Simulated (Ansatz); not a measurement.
## Rh(111) with 4 thermally displaced layers, 2x2: scattering by thermal displacements

How much do lattice vibrations at 273 K scatter the electrons of Rh? Layers with random displacements are laid between perfect leads, and the resistance is followed against their length. The measured value for the pure metal at this temperature is 4.3 µΩ cm (CRC Handbook of Chemistry and Physics, 84th ed., 2003, Electrical Resistivity of Pure Metals).

Calculated with Ansatz 0.2.0; Ansatz plane-wave DFT, PBE, PAW files; ballistic transport by layer matching (Landauer), zero bias; PAW set soft_1.

## Step 1: Set-up

The cell holds 40 atoms: 40 Rh. Cell: a = 5.378 Å, b = 5.378 Å, c = 22.012 Å, α = 93.5°, β = 86.5°, γ = 120.0°. It derives from Rh. Regions: lead, 24 atoms (24 Rh); scattering region, 16 atoms (16 Rh). The structure is stacked along c, and the current runs across the ab planes.

## Step 2: With 4 displaced layers

Each atom of 4 layers is moved at random, by amounts drawn from a normal law 0.0426 Å wide in each direction from the Debye model (480 K) at 273 K. The layers about the cell's end stay perfect and serve as the lead. Disorder leaves little or no symmetry, which makes such runs dear. Energies from -0.05 to 0.05 eV in steps of 0.05 eV are too few for the program's thermal sum, so it prints no conductance; for a metal the transmission near the Fermi level serves, at a fraction of the cost.

The input, input.yaml:

```yaml
crystal:
  lattice:
    - [5.3783955991, 0.0, 0.0]
    - [-2.6891977995, 4.6578272204, 0.0]
    - [1.3445988998, -0.7763045367, 21.9572080876]
  atoms:
    - { symbol: Rh, position: [0.9916666667, 0.0083333333, 0.05] }
    - { symbol: Rh, position: [0.9916666667, 0.5083333333, 0.05] }
    - { symbol: Rh, position: [0.4916666667, 0.0083333333, 0.05] }
    - { symbol: Rh, position: [0.4916666667, 0.5083333333, 0.05] }
    - { symbol: Rh, position: [0.1416666667, 0.3583333333, 0.15] }
    - { symbol: Rh, position: [0.1416666667, 0.8583333333, 0.15] }
    - { symbol: Rh, position: [0.6416666667, 0.3583333333, 0.15] }
    - { symbol: Rh, position: [0.6416666667, 0.8583333333, 0.15] }
    - { symbol: Rh, position: [0.2916666667, 0.2083333333, 0.25] }
    - { symbol: Rh, position: [0.2916666667, 0.7083333333, 0.25] }
    - { symbol: Rh, position: [0.7916666667, 0.2083333333, 0.25] }
    - { symbol: Rh, position: [0.7916666667, 0.7083333333, 0.25] }
    - { symbol: Rh, position: [0.9477604507, 0.0711674102, 0.3523764877] }
    - { symbol: Rh, position: [0.9364318797, 0.5554371631, 0.348976647] }
    - { symbol: Rh, position: [0.4456819478, 0.0580620428, 0.3514492806] }
    - { symbol: Rh, position: [0.4342285862, 0.5726318116, 0.34981288] }
    - { symbol: Rh, position: [0.0965544717, 0.4069615199, 0.4492643851] }
    - { symbol: Rh, position: [0.0991718517, 0.9158098927, 0.4496070046] }
    - { symbol: Rh, position: [0.5938739406, 0.4143241398, 0.4483111634] }
    - { symbol: Rh, position: [0.5816934245, 0.9117294797, 0.4486988128] }
    - { symbol: Rh, position: [0.2228821859, 0.2507357306, 0.5490926588] }
    - { symbol: Rh, position: [0.2253765362, 0.7446931927, 0.5500710932] }
    - { symbol: Rh, position: [0.7479486977, 0.2559603253, 0.5485571027] }
    - { symbol: Rh, position: [0.7480939072, 0.7647970672, 0.5494178499] }
    - { symbol: Rh, position: [0.9008180743, 0.1178058796, 0.6495984152] }
    - { symbol: Rh, position: [0.8867321476, 0.6115934493, 0.6504803456] }
    - { symbol: Rh, position: [0.3947099762, 0.0963689403, 0.6487161853] }
    - { symbol: Rh, position: [0.377055241, 0.5925126984, 0.6502453376] }
    - { symbol: Rh, position: [0.0416666667, 0.4583333333, 0.75] }
    - { symbol: Rh, position: [0.0416666667, 0.9583333333, 0.75] }
    - { symbol: Rh, position: [0.5416666667, 0.4583333333, 0.75] }
    - { symbol: Rh, position: [0.5416666667, 0.9583333333, 0.75] }
    - { symbol: Rh, position: [0.1916666667, 0.3083333333, 0.85] }
    - { symbol: Rh, position: [0.1916666667, 0.8083333333, 0.85] }
    - { symbol: Rh, position: [0.6916666667, 0.3083333333, 0.85] }
    - { symbol: Rh, position: [0.6916666667, 0.8083333333, 0.85] }
    - { symbol: Rh, position: [0.8416666667, 0.1583333333, 0.95] }
    - { symbol: Rh, position: [0.8416666667, 0.6583333333, 0.95] }
    - { symbol: Rh, position: [0.3416666667, 0.1583333333, 0.95] }
    - { symbol: Rh, position: [0.3416666667, 0.6583333333, 0.95] }
kpoints:
  mp_grid: { grid: [5, 5, 1] }
hamiltonian:
  xc: pbe
  pseudopotentials: { kind: paw, azcp: { folder: soft_1 } }
scf:
  occupations: { method: fermi_dirac, width: 0.1 }
output:
  transmission:
    leads: [[0, 4]]
    kmesh: [10, 10]
    e_range: [-0.05, 0.05]
    de: 0.05
  write_potential: true
  write_density: true
  volumetric_format: npy
```

Launch:

```
$ ansatz run input.yaml --threads 4 --pin off --max-ram 15360MiB --backend cpu --events-out ev --progress --plain --runs-dir out
```

Numbers of over 12 decimals in the logs are rounded to 6 here.

The log of the run:

```text
Engine: ansatz 0.2.0, aarch64-unknown-linux-gnu
Pseudopotentials: kind: paw
Pseudopotential: Rh, paw, valence charge 17, recommended cutoff 420 eV (normal), soft_1/Rh.paw.azcp
Functional definition: PBE
  parameter kappa = 0.804
  parameter beta = 0.066725
  exchange = pbe_x(kappa = kappa, mu = beta*pi^2/3)
  correlation = pbe_c(beta = beta)
Crystal: 40 atoms, lattice volume = 550.064 Å³
Basis set: ecut = 420 eV, 10671 PW (Γ)
Bands: 408, of which v1, the nominal top of the filled ones, is band 340 counted from 1 (339 counted from 0)
Symmetry: 1 space group operations
Space group: P1 (ITA 1), of the structure as read, at distance tolerance 8.2e-5 Å
k-points: 13 of 25 (time reversal used)
Non-local potential: Rh, projectors of the file, l = 0: 3, l = 1: 2, l = 2: 2, l = 3: 1
PAW form: soft (Blöchl's): semilocal exchange-correlation on the pseudo side does not see the compensation charge
PAW one-centre angular grid: Rh, 590 points (default); XC on 64 Gauss nodes
Initial density: superposition of atomic densities (chi_scale 0.1, normalization cell)
Initial wavefunctions: pseudopotential atomic-orbital guess
Functional: x = pbe(κ = 0.804, μ = 0.219515), c = pbe(β = 0.066725)
SCF iter   1: F=—  HF=-256136.570442 eV  |F-HF|=—  |Δ(HF+E_count)|=         —  Δρ=1.10e-1  dr2=6.17e1  ethr=3.10e-3  ⟨swp⟩=4.5  Hψ=14900  notcnv=0  defer=64
preconditioner: auto → Kerker (q_TF=auto, 2.826 Å⁻¹)  [metal: Δε(μ)=0.022 eV  Ē_g=6.390 eV  σ=0.100 eV  W_gap=0.05  n_scr=228 (ndim 8)  ℏωp=30.0 eV  f_vac=0.000  D(μ)=45.15/eV (n_scr^D=540)]
SCF iter   2: F=—  HF=-256121.390256 eV  |F-HF|=—  |Δ(HF+E_count)|=    1.52e1  Δρ=5.10e-2  dr2=1.28e1  ethr=3.10e-3  ⟨swp⟩=2.0  Hψ=8982  notcnv=0  defer=266
SCF iter   3: F=—  HF=-256117.996108 eV  |F-HF|=—  |Δ(HF+E_count)|=    3.39e0  Δρ=1.02e-2  dr2=2.83e-1  ethr=1.89e-3  ⟨swp⟩=2.0  Hψ=7936  notcnv=0  defer=266
SCF iter   4: F=—  HF=-256118.011341 eV  |F-HF|=—  |Δ(HF+E_count)|=   1.52e-2  Δρ=1.21e-3  dr2=6.27e-3  ethr=4.16e-5  ⟨swp⟩=2.0  Hψ=9633  notcnv=0  defer=266
SCF iter   5: F=—  HF=-256118.012431 eV  |F-HF|=—  |Δ(HF+E_count)|=   1.09e-3  Δρ=2.93e-4  dr2=3.36e-4  ethr=9.22e-7  ⟨swp⟩=2.0  Hψ=7250  notcnv=0  defer=266
SCF iter   6: F=—  HF=-256118.012415 eV  |F-HF|=—  |Δ(HF+E_count)|=   1.58e-5  Δρ=6.13e-5  dr2=1.84e-5  ethr=4.95e-8  ⟨swp⟩=2.5  Hψ=8941  notcnv=0  defer=266
SCF iter   7: F=—  HF=-256118.013435 eV  |F-HF|=—  |Δ(HF+E_count)|=   1.02e-3  Δρ=1.74e-5  dr2=1.81e-6  ethr=2.71e-9  ⟨swp⟩=3.0  Hψ=9963  notcnv=0  defer=266
SCF iter   8: F=—  HF=-256118.013435 eV  |F-HF|=—  |Δ(HF+E_count)|=   1.78e-7  Δρ=2.63e-6  dr2=1.43e-7  ethr=2.66e-10  ⟨swp⟩=2.0  Hψ=7200  notcnv=0  defer=266
SCF iter   9: F=-256118.013435 eV  HF=-256118.013435 eV  |F-HF|=1.69e-8  |Δ(HF+E_count)|=   1.72e-9  Δρ=1.01e-6  dr2=1.86e-8  ethr=1.47e-11  ⟨swp⟩=7.8  Hψ=13050  notcnv=0
SCF 1 converged in 9 iterations: F = -256118.013435 eV  dr2 = 1.86e-8
  greatest PAW one-centre occupation: 1.000 electrons in one spin orbital (limit 2), on the Rh atom at site 16 (counted from 0), in its partial waves of l = 0
transmission: 205 of 2028 steps passed
transmission: 406 of 2028 steps passed
[...]
transmission: 2028 of 2028 steps passed
SCF converged after 9 iterations
Free energy (F): -256118.013435 eV
Harris-Foulkes:  -256118.013435 eV  (|F-HF|=1.69e-8)
Internal energy: -256116.285491 eV  (E = F + TS)
E sigma→0 (E₀):  -256117.149463 eV
Entropy (-TS):   -1.727944 eV (-43.199 meV/atom)
Fermi energy:    22.410903 eV
--- Per-component energies (eV) ---
  E_band       = -3398.126882
  E_kinetic    = 21507.021707
  E_local      = -58950.339991  (includes V_loc(G=0)·N_el)
  E_nonlocal   = 11924.397115
  E_hartree    = 21911.221841
  E_xc         = -8080.414868
  E_vxc        = -10141.066429  (∫ρ·V_xc dr)
  E_paw        = -144133.641031  (= ΣΔE_a)
  E_vpaw       = -11560.602995  (= ΣTr[D̂ρ^β])
  E_aug_tail   = 0.003283  (compensation charges beyond the density's cutoff)
  E_ewald      = -100294.533546
  E_smearing   = -1.727944  (= −TS)
  E_closure    = 0.000000  (closes the sum)
  Σ components = -256118.013435   (vs F -256118.013435, Δ=0.00e0)
--- Band table (eV; the first three rows and the last of 13) ---
  k-point 0: bands = [... 336 lower, 22.9739, 22.9815, 22.9854, 22.9860, 22.9909, 22.9999, 23.0023, 23.0111, ... 64 higher]
  k-point 1: bands = [... 336 lower, 22.6034, 22.6328, 22.6385, 22.6570, 22.6602, 22.6755, 22.6880, 22.7358, ... 64 higher]
  k-point 2: bands = [... 336 lower, 21.8456, 21.8923, 21.9299, 22.0038, 22.0109, 22.0429, 22.1015, 22.1359, ... 64 higher]
  k-point 12: bands = [... 336 lower, 22.3748, 22.3939, 22.4232, 22.4275, 22.4416, 22.4535, 22.4570, 22.4879, ... 64 higher]
--- Transmission ---
  basis      : 211 plane waves across, 39 finite elements along
  points     : 52, standing for a mesh of 10 x 10
  energies   : 3 from -0.050000 to 0.050000 eV about the Fermi level, 0.050000 eV apart; the leads are filled to 0.000000 eV, and channels, transmission and decay are at 0.000000 eV
  crystal 0  : Rh4, at the sites [0, 4], period 2.1957 Å, over 13.17 Å; its Hamiltonian steps by up to 1.7 meV
    offset         : up to 0.0000 Å between an atom of the period and one for which it stands
    channels       : 7.200000e0 a spin
    conductance    : none, the energies end too early or step too widely for 300 K: set another output.transmission.e_range or a lower de, or, where they end at an eighth of basis.ecutwfc, a higher one
  junction   : crystal 0 to crystal 0, 0.70 to 20.46 Å
    transmission   : 6.660926e0 a spin
    conductance    : none, the energies end too early or step too widely for 300 K: set another output.transmission.e_range or a lower de, or, where they end at an eighth of basis.ecutwfc, a higher one
```

It took 8.2 min on 4 threads of Arm Neoverse V1, shared host; peak memory 5 GiB.

Reading the cycles: dr2 is the Hartree energy of the density residual (eV), the measure of convergence; HF is the Harris–Foulkes estimate of the energy, which meets the free energy F at convergence.

This step gave:

| Quantity | Value |
| --- | --- |
| free energy | -256118.0134 eV |
| energy at zero smearing | -256117.1495 eV |
| Fermi energy | 22.41 eV |
| cell area | 25.05 Å² |
| transmission per spin nearest the Fermi level | 6.661 |
| open channels per spin nearest the Fermi level | 7.2 |
| step of the lead's potential | 1.7 meV |

Per spin. Transmission, zone mean against energy, zero at the Fermi level:

```tsv
energy (eV)	transmission, zone mean
-0.0500	6.43
0.0000	6.66
0.0500	6.67
```

Per spin. The open channels, zone mean, lead by energy, zero at the Fermi level:

```tsv
energy (eV)	open channels, zone mean, lead
-0.0500	6.72
0.0000	7.2
0.0500	7.08
```

Transmission over k1 and k2. At 0.0000 eV from the Fermi level.

Ten even steps from '0' (5.6) to '9' (11.8):
```
0003000050
1011010156
1400100410
0001551000
0010595010
0000155100
1014001004
1651010110
0050000300
0011000110
```
Columns: k1 (b1) from -0.5 to 0.4; rows upwards: k2 (b2) from -0.5 to 0.4.

Open channels over k1 and k2. At 0.0000 eV from the Fermi level.

Values, 10 rows by 10 columns:
```
 6.0  6.0  6.0 10.0  6.0  6.0  6.0  6.0 10.0  6.0
 7.0  6.0  7.0  8.0  8.0  7.0  6.0  7.0 10.0 10.0
 7.0 10.0  8.0  6.0  7.0  6.0  8.0 10.0  7.0  6.0
 6.0  6.0  8.0  7.0  9.0  9.0  7.0  8.0  6.0  6.0
 6.0  6.0  7.0  6.0  9.0 12.0  9.0  6.0  7.0  6.0
 6.0  6.0  6.0  8.0  7.0  9.0  9.0  7.0  8.0  6.0
 7.0  6.0  7.0 10.0  8.0  6.0  7.0  6.0  8.0 10.0
 7.0 10.0 10.0  7.0  6.0  7.0  8.0  8.0  7.0  6.0
 6.0  6.0 10.0  6.0  6.0  6.0  6.0 10.0  6.0  6.0
 6.0  6.0  7.0  7.0  6.0  6.0  6.0  7.0  7.0  6.0
```
Columns: k1 (b1) from -0.5 to 0.4; rows upwards: k2 (b2) from -0.5 to 0.4.

Over the solved energies the transmission per spin lies between 6.43 and 6.67, out of 7 channels of the lead on average (up to 7.2).

## Step 3: With 8 displaced layers

Each atom of 8 layers is moved at random, by amounts drawn from a normal law 0.0426 Å wide in each direction from the Debye model (480 K) at 273 K. A fresh draw is used; the growth of the resistance with length is what counts.

System of this step: Rh(111) with 8 thermally displaced layers, 2x2. The cell holds 56 atoms: 56 Rh. Cell: a = 5.378 Å, b = 5.378 Å, c = 30.779 Å, α = 87.5°, β = 92.5°, γ = 120.0°. It derives from Rh. Regions: lead, 24 atoms (24 Rh); scattering region, 32 atoms (32 Rh). The structure is stacked along c, and the current runs across the ab planes.

The input, input.yaml:

```yaml
crystal:
  lattice:
    - [5.3783955991, 0.0, 0.0]
    - [-2.6891977995, 4.6578272204, 0.0]
    - [-1.3445988998, 0.7763045367, 30.7400913226]
  atoms:
    - { symbol: Rh, position: [0.005952381, 0.994047619, 0.0357142857] }
    - { symbol: Rh, position: [0.005952381, 0.494047619, 0.0357142857] }
    - { symbol: Rh, position: [0.505952381, 0.994047619, 0.0357142857] }
    - { symbol: Rh, position: [0.505952381, 0.494047619, 0.0357142857] }
    - { symbol: Rh, position: [0.1845238095, 0.3154761905, 0.1071428571] }
    - { symbol: Rh, position: [0.1845238095, 0.8154761905, 0.1071428571] }
    - { symbol: Rh, position: [0.6845238095, 0.3154761905, 0.1071428571] }
    - { symbol: Rh, position: [0.6845238095, 0.8154761905, 0.1071428571] }
    - { symbol: Rh, position: [0.3630952381, 0.1369047619, 0.1785714286] }
    - { symbol: Rh, position: [0.3630952381, 0.6369047619, 0.1785714286] }
    - { symbol: Rh, position: [0.8630952381, 0.1369047619, 0.1785714286] }
    - { symbol: Rh, position: [0.8630952381, 0.6369047619, 0.1785714286] }
    - { symbol: Rh, position: [0.0427889442, 0.9512553221, 0.2519205383] }
    - { symbol: Rh, position: [0.0511399609, 0.4639793277, 0.2505567751] }
    - { symbol: Rh, position: [0.543287092, 0.9460075167, 0.2508509204] }
    - { symbol: Rh, position: [0.538436986, 0.442083346, 0.2504809916] }
    - { symbol: Rh, position: [0.2217272922, 0.2870121391, 0.3208200213] }
    - { symbol: Rh, position: [0.2214592554, 0.7831004844, 0.3202140529] }
    - { symbol: Rh, position: [0.7246137472, 0.2786880114, 0.3221111635] }
    - { symbol: Rh, position: [0.721211914, 0.7895578937, 0.3222673951] }
    - { symbol: Rh, position: [0.4005806025, 0.1066801589, 0.3946031921] }
    - { symbol: Rh, position: [0.4060058538, 0.586592521, 0.3940811836] }
    - { symbol: Rh, position: [0.901831865, 0.1005644485, 0.3914618824] }
    - { symbol: Rh, position: [0.903128924, 0.5895180351, 0.3936429421] }
    - { symbol: Rh, position: [0.0803078669, 0.9080563027, 0.4638664177] }
    - { symbol: Rh, position: [0.0684756679, 0.4245016532, 0.4663846726] }
    - { symbol: Rh, position: [0.5851458436, 0.906486947, 0.4634888219] }
    - { symbol: Rh, position: [0.590275067, 0.436968715, 0.4648695218] }
    - { symbol: Rh, position: [0.2513966633, 0.2467694042, 0.5356912511] }
    - { symbol: Rh, position: [0.2510686429, 0.7372397456, 0.5362510365] }
    - { symbol: Rh, position: [0.7579148486, 0.2432482777, 0.5354070212] }
    - { symbol: Rh, position: [0.7438286565, 0.7393217382, 0.5373864523] }
    - { symbol: Rh, position: [0.426737851, 0.0519986103, 0.6089924251] }
    - { symbol: Rh, position: [0.44838053, 0.5847450186, 0.6072295004] }
    - { symbol: Rh, position: [0.9245536264, 0.0519283631, 0.6089777271] }
    - { symbol: Rh, position: [0.9509747712, 0.558116346, 0.606245979] }
    - { symbol: Rh, position: [0.1139579119, 0.8793718572, 0.6781964285] }
    - { symbol: Rh, position: [0.1114547593, 0.388407757, 0.6800888718] }
    - { symbol: Rh, position: [0.6173758221, 0.8954072885, 0.677989453] }
    - { symbol: Rh, position: [0.605577565, 0.3676807508, 0.6765617677] }
    - { symbol: Rh, position: [0.2954065479, 0.2028011072, 0.7508037752] }
    - { symbol: Rh, position: [0.3021981702, 0.7202410497, 0.7511252551] }
    - { symbol: Rh, position: [0.7990509967, 0.2074731506, 0.7490321609] }
    - { symbol: Rh, position: [0.7833782866, 0.7041300521, 0.7484340312] }
    - { symbol: Rh, position: [0.4702380952, 0.0297619048, 0.8214285714] }
    - { symbol: Rh, position: [0.4702380952, 0.5297619048, 0.8214285714] }
    - { symbol: Rh, position: [0.9702380952, 0.0297619048, 0.8214285714] }
    - { symbol: Rh, position: [0.9702380952, 0.5297619048, 0.8214285714] }
    - { symbol: Rh, position: [0.1488095238, 0.8511904762, 0.8928571429] }
    - { symbol: Rh, position: [0.1488095238, 0.3511904762, 0.8928571429] }
    - { symbol: Rh, position: [0.6488095238, 0.8511904762, 0.8928571429] }
    - { symbol: Rh, position: [0.6488095238, 0.3511904762, 0.8928571429] }
    - { symbol: Rh, position: [0.3273809524, 0.1726190476, 0.9642857143] }
    - { symbol: Rh, position: [0.3273809524, 0.6726190476, 0.9642857143] }
    - { symbol: Rh, position: [0.8273809524, 0.1726190476, 0.9642857143] }
    - { symbol: Rh, position: [0.8273809524, 0.6726190476, 0.9642857143] }
kpoints:
  mp_grid: { grid: [5, 5, 1] }
hamiltonian:
  xc: pbe
  pseudopotentials: { kind: paw, azcp: { folder: soft_1 } }
scf:
  occupations: { method: fermi_dirac, width: 0.1 }
output:
  transmission:
    leads: [[0, 4]]
    kmesh: [10, 10]
    e_range: [-0.05, 0.05]
    de: 0.05
  write_potential: true
  write_density: true
  volumetric_format: npy
```

The log of the run:

```text
[...]
Crystal: 56 atoms, lattice volume = 770.090 Å³
Basis set: ecut = 420 eV, 14937 PW (Γ)
Bands: 572, of which v1, the nominal top of the filled ones, is band 476 counted from 1 (475 counted from 0)
Symmetry: 1 space group operations
[...]
k-points: 13 of 25 (time reversal used)
[...]
SCF iter   1: F=—  HF=-358590.581547 eV  |F-HF|=—  |Δ(HF+E_count)|=         —  Δρ=1.10e-1  dr2=8.64e1  ethr=3.10e-3  ⟨swp⟩=4.6  Hψ=21196  notcnv=0  defer=83
[...]
SCF iter   9: F=-358564.634505 eV  HF=-358564.634505 eV  |F-HF|=5.06e-8  |Δ(HF+E_count)|=   8.85e-9  Δρ=1.86e-6  dr2=5.90e-8  ethr=1.05e-11  ⟨swp⟩=6.8  Hψ=19583  notcnv=0
SCF 1 converged in 9 iterations: F = -358564.634505 eV  dr2 = 5.90e-8
[...]
transmission: 292 of 2912 steps passed
transmission: 584 of 2912 steps passed
[...]
transmission: 2912 of 2912 steps passed
SCF converged after 9 iterations
Free energy (F): -358564.634505 eV
[...]
Internal energy: -358562.116752 eV  (E = F + TS)
E sigma→0 (E₀):  -358563.375629 eV
Entropy (-TS):   -2.517752 eV (-44.960 meV/atom)
Fermi energy:    22.418703 eV
[...]
--- Band table (eV; the first three rows and the last of 13) ---
  k-point 0: bands = [... 472 lower, 22.9737, 22.9757, 22.9826, 22.9835, 22.9890, 22.9948, 22.9963, 23.0014, ... 92 higher]
  k-point 1: bands = [... 472 lower, 22.6215, 22.6443, 22.6468, 22.6544, 22.6620, 22.6861, 22.7010, 22.7181, ... 92 higher]
  k-point 2: bands = [... 472 lower, 21.8864, 21.9055, 21.9441, 21.9794, 22.0421, 22.0819, 22.1243, 22.1550, ... 92 higher]
  k-point 12: bands = [... 472 lower, 22.3879, 22.3943, 22.4128, 22.4215, 22.4351, 22.4389, 22.4734, 22.4957, ... 92 higher]
--- Transmission ---
  basis      : 211 plane waves across, 56 finite elements along
  points     : 52, standing for a mesh of 10 x 10
[...]
channels       : 7.200000e0 a spin
[...]
junction   : crystal 0 to crystal 0, 0.70 to 29.24 Å
    transmission   : 6.065018e0 a spin
[...]
```

It took 14 min on 4 threads; peak memory 8.6 GiB.

This step gave:

```yaml
free_energy: -358564.6345 eV
energy_at_zero_smearing: -358563.3756 eV
fermi_energy: 22.42 eV
transmission_per_spin_nearest_the_fermi_level: 6.065
step_of_the_lead_s_potential: 4 meV
```

Per spin. The transmission, zone mean by energy, zero at the Fermi level:

```tsv
energy (eV)	transmission, zone mean
-0.0500	5.88
0.0000	6.07
0.0500	6.07
```

Over the solved energies the transmission per spin lies between 5.88 and 6.07, out of 7 channels of the lead on average (up to 7.2).

(Continued in part 2 of 2.)

[Logs are printed without paths, hosts, clocks, repeated set-up lines and the standing remarks that a program may print on its own settings, such as how far it seeks lower states.]

[Hosts, paths, dates, database ids (printed as entryN), source tags and the programs' standing remarks are cut or masked in the printed files.]
